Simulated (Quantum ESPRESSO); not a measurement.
# VClO: parallel and opposed starts, part 2 of 2

A self-consistent run ends on one state, which hangs on the start. Several orders of VClO are started in Quantum ESPRESSO and their energies compared.

Quantum ESPRESSO 7.5; LDA; plane waves with GBRV 1.5 LDA potentials, no spin-orbit coupling.

So far, largest spin moment in the atom's sphere (μB): step 2 (run 1, typed as ferro ++) 1.49; step 3 (run 2, typed as antiferro +−) 1.43.

## Step 4: Start 3: no spin polarisation

File pw.in:

```
&CONTROL
  calculation = 'scf'
  prefix = 'pwscf'
  outdir = './tmp'
  pseudo_dir = './pseudo'
  disk_io = 'nowf'
/
&SYSTEM
  ibrav = 0
  nat = 6
  ntyp = 3
  ecutwfc = 40
  ecutrho = 280
  nbnd = 36
  occupations = 'smearing'
  smearing = 'fd'
  degauss = 0.00367493
/
&ELECTRONS
  conv_thr = 1.2d-08
  electron_maxstep = 150
  mixing_beta = 0.3
/
ATOMIC_SPECIES
V      50.9415 v_lda_v1.4.uspp.F.UPF
Cl     35.4500 cl_lda_v1.4.uspp.F.UPF
O      15.9990 o_lda_v1.2.uspp.F.UPF
CELL_PARAMETERS angstrom
   3.3000000000    0.0000000000    0.0000000000
   0.0000000000    3.7800000000    0.0000000000
   0.0000000000    0.0000000000    7.9100000000
ATOMIC_POSITIONS crystal
V       0.0000000000    0.5000000000    0.1148000000
V       0.5000000000    0.0000000000    0.8852000000
Cl      0.5000000000    0.5000000000    0.3279000000
Cl      0.0000000000    0.0000000000    0.6721000000
O       0.5000000000    0.5000000000    0.9542000000
O       0.0000000000    0.0000000000    0.0458000000
K_POINTS automatic
6 6 6 0 0 0
```

Launch:

```console
> OMP_NUM_THREADS=1 mpirun -n 4 pw.x -nk 4 -in pw.in > pw.out
```

Output:

```text
     [... lines left out ...]
Program PWSCF v.7.5 starts
     [... lines left out ...]
     number of atoms/cell      =            6
     [... lines left out ...]
     number of electrons       =        52.00
     number of Kohn-Sham states=           36
     kinetic-energy cutoff     =      40.0000  Ry
     charge density cutoff     =     280.0000  Ry
     scf convergence threshold =      1.2E-08
     [... lines left out ...]
      8 Sym. Ops., with inversion, found ( 4 have fractional translation)
     [... lines left out ...]
     number of k points=    64  Fermi-Dirac smearing, width (Ry)=  0.0037
     [... lines left out ...]
     iteration # 11     ecut=    40.00 Ry     beta= 0.30
     [... lines left out ...]
     the Fermi energy is     7.6407 ev
!    total energy              =    -421.73425474 Ry
     estimated scf accuracy    <          6.2E-09 Ry
     smearing contrib. (-TS)   =      -0.00658674 Ry
     [... lines left out ...]
     convergence has been achieved in  11 iterations
```

Wall time 32 s (4 MPI ranks of Arm Neoverse V1, shared host); peak memory 0.6 GiB.

Read from the output:

- smearing term TS: 0.08962 eV
- final state: non-magnetic (no spin polarisation)

## Step 5: Ranking

An order is kept where moments of 0.15 μB or more survive with the typed signs; meshes match where a doubled cell samples the same k points as the first cell.

Orders:

```csv
start,final state,typed order kept,energy over the lowest (meV a seeded atom),largest site moment (μB),net moment (μB a cell of the first run),mesh matched,CPU time (s)
ferro ++,ferromagnetic,yes,0,1.494,4,yes,256.1
antiferro +-,antiferromagnetic,yes,29.82,1.429,0,yes,255.7
no spin polarisation,non-magnetic,-,384.4,0,0,yes,127.2
```

## Step 6: The lowest state again, with its states saved

Edit pw.in of step 4 so:

```diff
@@ -5,3 +5,3 @@
   pseudo_dir = './pseudo'
-  disk_io = 'nowf'
+  disk_io = 'low'
 /
@@ -9,2 +9,3 @@
   ibrav = 0
+  celldm(1) = 8
   nat = 6
@@ -13,3 +14,3 @@
   ecutrho = 280
-  nbnd = 36
+  nbnd = 42
   occupations = 'smearing'
@@ -17,2 +18,6 @@
   degauss = 0.00367493
+  nspin = 2
+  starting_magnetization(1) = 0.1538
+  starting_magnetization(2) = 0
+  starting_magnetization(3) = 0
 /
@@ -27,6 +32,6 @@
 O      15.9990 o_lda_v1.2.uspp.F.UPF
-CELL_PARAMETERS angstrom
-   3.3000000000    0.0000000000    0.0000000000
-   0.0000000000    3.7800000000    0.0000000000
-   0.0000000000    0.0000000000    7.9100000000
+CELL_PARAMETERS alat
+   0.7795120264081    0.0000000000000    0.0000000000000
+   0.0000000000000    0.8928955938857    0.0000000000000
+   0.0000000000000    0.0000000000000    1.8684667057237
 ATOMIC_POSITIONS crystal
```

Output:

```text
     [... lines left out ...]
Program PWSCF v.7.5 starts
     [... lines left out ...]
     number of atoms/cell      =            6
     [... lines left out ...]
     number of electrons       =        52.00
     number of Kohn-Sham states=           42
     kinetic-energy cutoff     =      40.0000  Ry
     charge density cutoff     =     280.0000  Ry
     scf convergence threshold =      1.2E-08
     [... lines left out ...]
      8 Sym. Ops., with inversion, found ( 4 have fractional translation)
     [... lines left out ...]
     number of k points=    64  Fermi-Dirac smearing, width (Ry)=  0.0037
     [... lines left out ...]
     iteration # 11     ecut=    40.00 Ry     beta= 0.30
     [... lines left out ...]
     Magnetic moment per site  (integrated on atomic sphere of radius R)
     atom   1 (R=0.192)  charge=  9.7579  magn=  1.4936
     atom   2 (R=0.192)  charge=  9.7579  magn=  1.4936
     atom   3 (R=0.230)  charge=  5.1139  magn= -0.0004
     atom   4 (R=0.230)  charge=  5.1139  magn= -0.0004
     atom   5 (R=0.192)  charge=  5.4261  magn= -0.0099
     atom   6 (R=0.192)  charge=  5.4261  magn= -0.0099
     [... lines left out ...]
     the Fermi energy is     7.3745 ev
!    total energy              =    -421.79075338 Ry
     estimated scf accuracy    <          3.9E-09 Ry
     smearing contrib. (-TS)   =      -0.00376154 Ry
     [... lines left out ...]
     total magnetization       =     4.00 Bohr mag/cell
     absolute magnetization    =     4.14 Bohr mag/cell
     convergence has been achieved in  11 iterations
```

The job ended after 71 s (4 MPI ranks; peak memory 0.64 GiB).

Read from the output:

* smearing term TS: 0.05118 eV
* magnetization: 4 μB
* absolute magnetization: 4.137 μB
* final state: ferromagnetic
* largest moment: 1.494 μB

## Step 7: Projections on atomic orbitals

projwfc.x projects the saved states on orthogonalised atomic orbitals of the pseudopotential files.

Output:

```text
[banner, memory and clock lines left out]
Program PROJWFC v.7.5 starts

     [... lines left out ...]
     IMPORTANT: XC functional enforced from input :
     Exchange-correlation= PZ
                           (   1   1   0   0   0   0   0)
     Any further DFT definition will be discarded
     Please, verify this is what you really want

     G-vector sticks info

     Check: negative core charge=   -0.000002

     negative rho (up, down):  1.376E-02 1.664E-02

     Gaussian broadening (read from input): ngauss,degauss=   0    0.010000

     Calling projwave ....

  Problem Sizes
  natomwfc =           36
  nbnd     =           42
  nkstot   =          128
  npwx     =         2874
  nkb      =           98

     Atomic states used for projection
     (read from pseudopotential files):

     state #   1: atom   1 (V  ), wfc  1 (l=0 m= 1)
     state #   2: atom   1 (V  ), wfc  2 (l=1 m= 1)
     state #   3: atom   1 (V  ), wfc  2 (l=1 m= 2)
     state #   4: atom   1 (V  ), wfc  2 (l=1 m= 3)
     state #   5: atom   1 (V  ), wfc  3 (l=0 m= 1)
     state #   6: atom   1 (V  ), wfc  4 (l=2 m= 1)
     state #   7: atom   1 (V  ), wfc  4 (l=2 m= 2)
     state #   8: atom   1 (V  ), wfc  4 (l=2 m= 3)
     state #   9: atom   1 (V  ), wfc  4 (l=2 m= 4)
     state #  10: atom   1 (V  ), wfc  4 (l=2 m= 5)
     state #  11: atom   2 (V  ), wfc  1 (l=0 m= 1)
     state #  12: atom   2 (V  ), wfc  2 (l=1 m= 1)
     state #  13: atom   2 (V  ), wfc  2 (l=1 m= 2)
     state #  14: atom   2 (V  ), wfc  2 (l=1 m= 3)
     state #  15: atom   2 (V  ), wfc  3 (l=0 m= 1)
     state #  16: atom   2 (V  ), wfc  4 (l=2 m= 1)
     state #  17: atom   2 (V  ), wfc  4 (l=2 m= 2)
     state #  18: atom   2 (V  ), wfc  4 (l=2 m= 3)
     state #  19: atom   2 (V  ), wfc  4 (l=2 m= 4)
     state #  20: atom   2 (V  ), wfc  4 (l=2 m= 5)
     state #  21: atom   3 (Cl ), wfc  1 (l=0 m= 1)
     state #  22: atom   3 (Cl ), wfc  2 (l=1 m= 1)
     state #  23: atom   3 (Cl ), wfc  2 (l=1 m= 2)
     state #  24: atom   3 (Cl ), wfc  2 (l=1 m= 3)
     state #  25: atom   4 (Cl ), wfc  1 (l=0 m= 1)
     state #  26: atom   4 (Cl ), wfc  2 (l=1 m= 1)
     state #  27: atom   4 (Cl ), wfc  2 (l=1 m= 2)
     state #  28: atom   4 (Cl ), wfc  2 (l=1 m= 3)
     state #  29: atom   5 (O  ), wfc  1 (l=0 m= 1)
     state #  30: atom   5 (O  ), wfc  2 (l=1 m= 1)
     state #  31: atom   5 (O  ), wfc  2 (l=1 m= 2)
     state #  32: atom   5 (O  ), wfc  2 (l=1 m= 3)
     state #  33: atom   6 (O  ), wfc  1 (l=0 m= 1)
     state #  34: atom   6 (O  ), wfc  2 (l=1 m= 1)
     state #  35: atom   6 (O  ), wfc  2 (l=1 m= 2)
     state #  36: atom   6 (O  ), wfc  2 (l=1 m= 3)

 [... projections of the bands left out ...]

Lowdin Charges:

     Atom #   1: total charge =  11.9262, s =  2.4298, p =  5.9952, d =  3.5012,
                 spin up      =   6.9674, s =  1.2242,
                 spin up      =   6.9674, p =  2.9976, pz=  0.9995, px=  0.9995, py=  0.9987,
                 spin up      =   6.9674, d =  2.7457, dz2=  0.7810, dxz=  0.3061, dyz=  0.5491, dx2-y2=  0.4026, dxy=  0.7068,
                 spin down    =   4.9588, s =  1.2057,
                 spin down    =   4.9588, p =  2.9976, pz=  0.9995, px=  0.9994, py=  0.9987,
                 spin down    =   4.9588, d =  0.7555, dz2=  0.1126, dxz=  0.2254, dyz=  0.1162, dx2-y2=  0.2012, dxy=  0.1003,
                 polarization =   2.0087, s =  0.0185, p =  0.0000, d =  1.9901,
     Atom #   2: total charge =  11.9262, s =  2.4298, p =  5.9952, d =  3.5012,
                 spin up      =   6.9674, s =  1.2242,
                 spin up      =   6.9674, p =  2.9976, pz=  0.9995, px=  0.9995, py=  0.9987,
                 spin up      =   6.9674, d =  2.7457, dz2=  0.7810, dxz=  0.3061, dyz=  0.5491, dx2-y2=  0.4026, dxy=  0.7068,
                 spin down    =   4.9588, s =  1.2057,
                 spin down    =   4.9588, p =  2.9976, pz=  0.9995, px=  0.9994, py=  0.9987,
                 spin down    =   4.9588, d =  0.7555, dz2=  0.1126, dxz=  0.2254, dyz=  0.1162, dx2-y2=  0.2012, dxy=  0.1003,
                 polarization =   2.0087, s =  0.0185, p =  0.0000, d =  1.9901,
     Atom #   3: total charge =   7.2638, s =  1.8910, p =  5.3728, d =  0.0000,
                 spin up      =   3.6277, s =  0.9465,
                 spin up      =   3.6277, p =  2.6812, pz=  0.8766, px=  0.8650, py=  0.9397,
                 spin up      =   3.6277, d =  0.0000, dz2=  0.0000, dxz=  0.0000, dyz=  0.0000, dx2-y2=  0.0000, dxy=  0.0000,
                 spin down    =   3.6361, s =  0.9445,
                 spin down    =   3.6361, p =  2.6915, pz=  0.8903, px=  0.8689, py=  0.9323,
                 spin down    =   3.6361, d =  0.0000, dz2=  0.0000, dxz=  0.0000, dyz=  0.0000, dx2-y2=  0.0000, dxy=  0.0000,
                 polarization =  -0.0083, s =  0.0020, p = -0.0103, d =  0.0000,
     Atom #   4: total charge =   7.2638, s =  1.8910, p =  5.3728, d =  0.0000,
                 spin up      =   3.6277, s =  0.9465,
                 spin up      =   3.6277, p =  2.6812, pz=  0.8766, px=  0.8650, py=  0.9397,
                 spin up      =   3.6277, d =  0.0000, dz2=  0.0000, dxz=  0.0000, dyz=  0.0000, dx2-y2=  0.0000, dxy=  0.0000,
                 spin down    =   3.6361, s =  0.9445,
                 spin down    =   3.6361, p =  2.6915, pz=  0.8903, px=  0.8689, py=  0.9323,
                 spin down    =   3.6361, d =  0.0000, dz2=  0.0000, dxz=  0.0000, dyz=  0.0000, dx2-y2=  0.0000, dxy=  0.0000,
                 polarization =  -0.0083, s =  0.0020, p = -0.0103, d =  0.0000,
     Atom #   5: total charge =   6.7100, s =  1.7654, p =  4.9446, d =  0.0000,
                 spin up      =   3.3446, s =  0.8842,
                 spin up      =   3.3446, p =  2.4604, pz=  0.8397, px=  0.8220, py=  0.7986,
                 spin up      =   3.3446, d =  0.0000, dz2=  0.0000, dxz=  0.0000, dyz=  0.0000, dx2-y2=  0.0000, dxy=  0.0000,
                 spin down    =   3.3655, s =  0.8812,
                 spin down    =   3.3655, p =  2.4843, pz=  0.8400, px=  0.8298, py=  0.8146,
                 spin down    =   3.3655, d =  0.0000, dz2=  0.0000, dxz=  0.0000, dyz=  0.0000, dx2-y2=  0.0000, dxy=  0.0000,
                 polarization =  -0.0209, s =  0.0030, p = -0.0239, d =  0.0000,
     Atom #   6: total charge =   6.7100, s =  1.7654, p =  4.9446, d =  0.0000,
                 spin up      =   3.3446, s =  0.8842,
                 spin up      =   3.3446, p =  2.4604, pz=  0.8397, px=  0.8220, py=  0.7986,
                 spin up      =   3.3446, d =  0.0000, dz2=  0.0000, dxz=  0.0000, dyz=  0.0000, dx2-y2=  0.0000, dxy=  0.0000,
                 spin down    =   3.3655, s =  0.8812,
                 spin down    =   3.3655, p =  2.4843, pz=  0.8400, px=  0.8298, py=  0.8146,
                 spin down    =   3.3655, d =  0.0000, dz2=  0.0000, dxz=  0.0000, dyz=  0.0000, dx2-y2=  0.0000, dxy=  0.0000,
                 polarization =  -0.0209, s =  0.0030, p = -0.0239, d =  0.0000,
     Spilling Parameter:   0.0038
```

Run time: 2.6 s. Hardware: 4 MPI ranks; peak memory 0.27 GiB; 11 s of CPU time.

```csv
atom,moment in the sphere (μB),Löwdin moment (μB),Löwdin charge (e)
V1,1.494,2.009,11.926
V2,1.494,2.009,11.926
Cl3,0.000,-0.008,7.264
Cl4,0.000,-0.008,7.264
O5,-0.010,-0.021,6.710
O6,-0.010,-0.021,6.710
```

## Step 8: What came out

```json
{"lowest state found": "ferromagnetic (from ferro ++)", "largest site moment": "1.49 μB", "next state with moments": "antiferromagnetic, 29.8 meV a seeded atom higher", "state without moments": "384 meV a seeded atom higher"}
```

Forming the moments gains more than four times the spread of the orders, as local moments do. The largest moment reads 1.49 μB in the sphere and 2.01 μB by Löwdin projection; a site moment hangs on how space is shared out. This is the lowest of 3 collinear or spinless starts, no proof of the ground state. No Hubbard term acts here. In such compounds local and semilocal functionals without one often delocalise the d electrons, and can shrink or lose moments and miss the size, sign and order of the couplings. The smearing term is large for its width, so states at the Fermi level are partly filled: at this level the cell is a metal or has a gap of a few widths at most.

[Logs and program files are shortened in this print: banners, set-up blocks, solver, clock and traceback lines can be left out without a mark of their own.]

[Logs are printed without paths, hosts, clocks, repeated set-up lines and the standing remarks that a program may print on its own settings, such as how far it seeks lower states.]

[Hosts, paths, dates, database ids (printed as entryN), source tags and the programs' standing remarks are cut or masked in the printed files.]

[Where a cell is said to come from a database of computed structures, the database is the Materials Project.]
